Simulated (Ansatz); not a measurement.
# Electron–phonon scattering in Ir-Pd-Ir stack of (100) layers, part 2 of 2

Aim: how strongly do electrons couple to phonons in Ir-Pd-Ir stack of (100) layers, and what resistivity does that give?

Ansatz 0.2.0; DFT PBE, scalar-relativistic, plane waves, PAW.

So far, coupling constant λ: step 6 (resistivity: q 3×3×1, k 9×9×1, scattering 12×12×1) 0.716; step 7 (k-mesh 12×12×1, scattering mesh 16×16×1, q mesh 4×4×1) 0.587. Also log mean phonon energy ħω_log (meV): step 6 10.9; step 7 10.5.

In doubt: the program doubts the meshes or the phonons of the coupling sums (step 6), which bears on λ, Tc and transport values.

## (8) Electron–phonon run: finite displacements, step 0.01 Å, Fermi–Dirac smearing of 0.03 eV

Finite displacements in a supercell are the other road to force constants and couplings; here with the base functional.

The input, input.yaml:

```yaml
crystal:
  lattice:
    - [2.617565938, 0.0, 0.0]
    - [0.0, 2.617565938, 0.0]
    - [0.0, 0.0, 31.5799999848]
  atoms:
    - { symbol: Ir, position: [0.0, 0.0, 0.1711608071] }
    - { symbol: Pd, position: [0.5, 0.5, 0.2357504751] }
    - { symbol: Ir, position: [0.0, 0.0, 0.3003401431] }
  periodic: [true, true, false]
kpoints:
  mp_grid: { grid: [9, 9, 1] }
hamiltonian:
  xc: pbe
scf:
  occupations: { method: fermi_dirac, width: 0.03 }
output:
  eigenvalues: true
phonons:
  method: fd
  supercell: [3, 3, 1]
  temperatures: { t_max: 1000, t_step: 50 }
  qpath:
    path: [[0.0, 0.0, 0.0], [0.0, 0.5, 0.0], [0.5, 0.5, 0.0], [0.0, 0.0, 0.0]]
    npoints: 10
  electrical_resistivity:
    mesh: [12, 12, 1]
    temperatures: [20.0, 50.0, 77.0, 100.0, 150.0, 200.0, 300.0, 400.0, 600.0, 800.0]
  amplitude: 0.01
```

Command:

```bash
ansatz run input.yaml --threads 8 --pin off --max-ram 16384MiB --backend cpu --events-out ev --progress --plain --runs-dir out
```

It took 3.7 min on 8 threads of Arm Neoverse V1, shared host; peak memory 8.8 GiB.

The run ended with an error.

The program's message: “electrical resistivity: the mode of lowest frequency at the wavevector [0.0000, -0.5000, 0.0000] is imaginary, -44.53 cm⁻¹ (written negative): the force constants describe an unstable lattice; relax t …”

The run stops because a mode is imaginary on the scattering mesh, where no scattering rate is defined; denser k meshes, other smearings and, between solved wavevectors, finer q meshes show whether the instability is real.

## (9) Resistivity: q 4×4×1, k 12×12×1, scattering 20×20×1

The next rung changes the scattering mesh, which samples the Fermi surface.

input.yaml, the sections that differ from step 8:

```yaml
kpoints:
  mp_grid: { grid: [12, 12, 1] }
scf:
  occupations: { method: methfessel_paxton, width: 0.2 }
phonons:
  method: dfpt
  qmesh: [4, 4, 1]
  temperatures: { t_max: 1000, t_step: 50 }
  qpath:
    path: [[0.0, 0.0, 0.0], [0.0, 0.5, 0.0], [0.5, 0.5, 0.0], [0.0, 0.0, 0.0]]
    npoints: 10
  electrical_resistivity:
    mesh: [20, 20, 1]
    temperatures: [20.0, 50.0, 77.0, 100.0, 150.0, 200.0, 300.0, 400.0, 600.0, 800.0]
# crystal, hamiltonian, output: as in step 8
```

Run time: 7.5 min. Hardware: 8 threads; peak memory 2.8 GiB; 57 min of CPU time.

Numbers from this step:

| Quantity | Value |
| --- | --- |
| sheet resistance 300K | 127.2 Ω/square, mean in the plane |
| resistivity at 300 K | 40.16 μΩ cm, mean of the axes, of the whole cell with its vacuum |
| coupling constant λ | 0.6628 |
| density of states at the Fermi level | 2.051 states/eV a spin and cell |
| log mean phonon energy ħω_log | 10.54 meV |
| transport coupling constant λ_tr | 0.7885, 0.7885, 0 (xx, yy, zz) |
| Drude plasma energy | 4.427, 4.427, 0 eV (xx, yy, zz), of the whole cell with its vacuum |
| second-moment phonon energy ħω₂ | 12.39 meV, from the broadened α²F curve |

Solved on the 4×4×1 mesh alone; all other wavevectors are interpolated. The phonon branches at the labelled points (cm⁻¹):

| point | branch 1 | branch 2 | branch 3 | branch 4 | branch 5 | branch 6 | branch 7 | branch 8 | branch 9 |
| --- | --- | --- | --- | --- | --- | --- | --- | --- | --- |
| Γ | 0 | 0 | 0 | 57 | 57 | 95 | 146 | 146 | 191 |
| halfway | 47 | 52 | 64 | 92 | 92 | 124 | 131 | 188 | 228 |
| X | 35 | 45 | 78 | 82 | 112 | 125 | 125 | 183 | 287 |
| halfway | 80 | 89 | 91 | 98 | 120 | 139 | 175 | 210 | 276 |
| M | 62 | 98 | 98 | 127 | 127 | 148 | 148 | 272 | 272 |
| halfway | 83 | 93 | 95 | 102 | 103 | 127 | 181 | 209 | 214 |
| Γ | 0 | 0 | 0 | 57 | 57 | 95 | 146 | 146 | 191 |

The run reports squared frequencies that differ by up to 68 % between the solve mesh and the fine mesh. Some states were left unconverged by the eigensolver. By its own test the run is not converged in the mesh. λ = 0.663 and 127 Ω per square at 300 K, against 0.587 and 148 in the run with q 4×4×1, k 12×12×1, scattering 16×16×1 (+12.9 % and -14.1 %). The run's own test puts 19 % between its two finest meshes on the component of the resistivity at 300 K that moves most, more than that change. By the run's own test λ moves by 13 % between its two finest scattering meshes.

## (10) All levels side by side

Times are for 8 threads of Arm Neoverse V1, shared host. The runs compared:

| no. | run | sheet resistance 300K (Ω/square, mean in the plane) | coupling constant λ | log mean phonon energy ħω_log (meV) | time | memory (GiB) |
| --- | --- | --- | --- | --- | --- | --- |
| 1 | q 3×3×1, k 9×9×1, scattering 12×12×1 | 121.4 | 0.7163 | 10.88 | 2.7 min | 3.2 |
| 2 | q 4×4×1, k 12×12×1, scattering 16×16×1 | 148.1 | 0.5873 | 10.52 | 7.4 min | 2.8 |
| 3 | q 4×4×1, k 12×12×1, scattering 20×20×1 | 127.2 | 0.6628 | 10.54 | 7.5 min | 2.8 |

The runs together, line α²F. The Eliashberg function α²F, α²F by phonon energy; read off at these points:

| phonon energy (meV) | q 3×3×1, k 9×9×1, scattering 12×12×1 | q 4×4×1, k 12×12×1, scattering 16×16×1 | q 4×4×1, k 12×12×1, scattering 20×20×1 |
| --- | --- | --- | --- |
| 1.0 | 1.1e-4 | 2.3e-4 | 3.2e-4 |
| 2.0 | 9.8e-4 | 0.00174 | 0.00184 |
| 3.0 | 0.00302 | 0.00451 | 0.00485 |
| 4.0 | 0.00583 | 0.0105 | 0.00821 |
| 5.0 | 0.0175 | 0.0660 | 0.0974 |
| 6.0 | 0.140 | 0.183 | 0.204 |
| 6.2 | 0.398 | 0.191 | 0.183 |
| 7.0 | 0.116 | 0.0973 | 0.101 |
| 8.0 | 0.187 | 0.149 | 0.173 |
| 9.0 | 0.277 | 0.175 | 0.206 |
| 10.0 | 0.271 | 0.169 | 0.191 |
| 11.0 | 0.431 | 0.315 | 0.349 |
| 11.2 | 0.439 | 0.309 | 0.347 |
| 12.0 | 0.668 | 0.596 | 0.746 |
| 13.0 | 0.642 | 0.424 | 0.490 |
| 13.2 | 0.783 | 0.418 | 0.509 |
| 14.0 | 0.192 | 0.296 | 0.313 |
| 15.0 | 0.312 | 0.603 | 0.615 |
| 15.4 | 0.518 | 0.245 | 0.229 |
| 16.0 | 0.385 | 0.198 | 0.243 |
| 17.0 | 0.0356 | 0.0289 | 0.0253 |
| 18.0 | 0.0253 | 0.0239 | 0.0220 |
| 19.0 | 0.0216 | 0.0199 | 0.0162 |
| 20.0 | 0.0314 | 0.0239 | 0.0257 |
| 21.0 | 0.0428 | 0.0311 | 0.0382 |
| 22.0 | 0.0807 | 0.0355 | 0.0434 |
| 23.0 | 0.0778 | 0.0997 | 0.103 |
| 24.0 | 0.0300 | 0.0195 | 0.0143 |
| 25.0 | 0.0153 | 0.0115 | 0.0117 |
| 26.0 | 0.0155 | 0.0118 | 0.0104 |
| 27.0 | 0.0140 | 0.0121 | 0.0105 |
| 28.0 | 0.0130 | 0.0118 | 0.0115 |
| 29.0 | 0.0142 | 0.0121 | 0.0145 |
| 30.0 | 0.0170 | 0.0131 | 0.0163 |
| 31.0 | 0.0223 | 0.0142 | 0.0219 |
| 32.0 | 0.0234 | 0.0198 | 0.0225 |
| 33.0 | 0.0441 | 0.0381 | 0.0398 |
| 34.0 | 0.0290 | 0.0191 | 0.0232 |
| 35.0 | 0.00975 | 0.00741 | 0.00830 |

## (11) What came out

| Quantity | Value |
| --- | --- |
| run | PBE, q 4×4×1, k 12×12×1, scattering 20×20×1 |
| coupling constant λ | 0.663 |
| log mean phonon energy ħω_log | 10.5 meV |
| states at the Fermi level | 2.05 states/eV/spin/cell |
| sheet resistance at 300 K | 127 Ω per square |
| change between its two finest scattering meshes | λ 13 %, resistivity at 300 K 19 % |
| time of that run | 7.5 min |

In words: On the last rung that gave a resistivity at the base settings (q 4×4×1, k 12×12×1, scattering 20×20×1), Ir-Pd-Ir stack of (100) layers has λ = 0.66 and a phonon-limited sheet resistance of 127 Ω per square at 300 K. Across the runs of step 10 the sheet resistance 300K runs from 121 Ω/square, mean in the plane (q 3×3×1, k 9×9×1, scattering 12×12×1) to 148 Ω/square, mean in the plane (q 4×4×1, k 12×12×1, scattering 16×16×1), while the wall time spans a factor of 2.8. The coupling is moderate (λ = 0.66), so phonons raise the electrons' mass at the Fermi surface by about 66 %, if this value holds on finer meshes. The imaginary mode of the coarsest meshes is gone at the same wavevector on the finer ones. By the run's own test λ moves by 13 % between the two scattering meshes. Values of ρ(T) under 50 K rest on the softest modes, mostly interpolated ones, and are the least sure of the table. The high-temperature form ρ = 2π k_B T λ_tr/(ħ ε₀ ω_p²) gives 48.6 μΩ cm along x at 300 K, against 40.2 from the Boltzmann equation. Ziman's lowest order at 300 K, 48.3, lies between: the step down to it comes mostly from the finite phonon energies, and the full solution lies lower still, since it lets the current shift to the states that scatter least. The three lowest branches give 59 % of λ. By the run's own test, which takes the component that moves most, the resistivity at 300 K moves by 19 % between its two finest scattering meshes, so it is not converged. In the run quoted no mode is imaginary at the wavevectors of the 4×4×1 mesh; another run of the session found or stopped at an imaginary mode. Only scattering by harmonic phonons counts; impurities, grain boundaries and thermal expansion are left out. The resistivity belongs to the whole cell, vacuum included; the sheet resistance is the quantity that does not depend on the vacuum. Spin–orbit coupling, left out here, matters for Ir. The c of the given cell is the typed one; the program laid its own vacuum and ran the layer in a cell 31.6 Å high. The structure was built by hand as an ordered model, and its stability against other phases was not tested.

[Logs are printed without paths, hosts, clocks, repeated set-up lines and the standing remarks that a program may print on its own settings, such as how far it seeks lower states.]

[Hosts, paths, dates, database ids (printed as entryN), source tags and the programs' standing remarks are cut or masked in the printed files.]
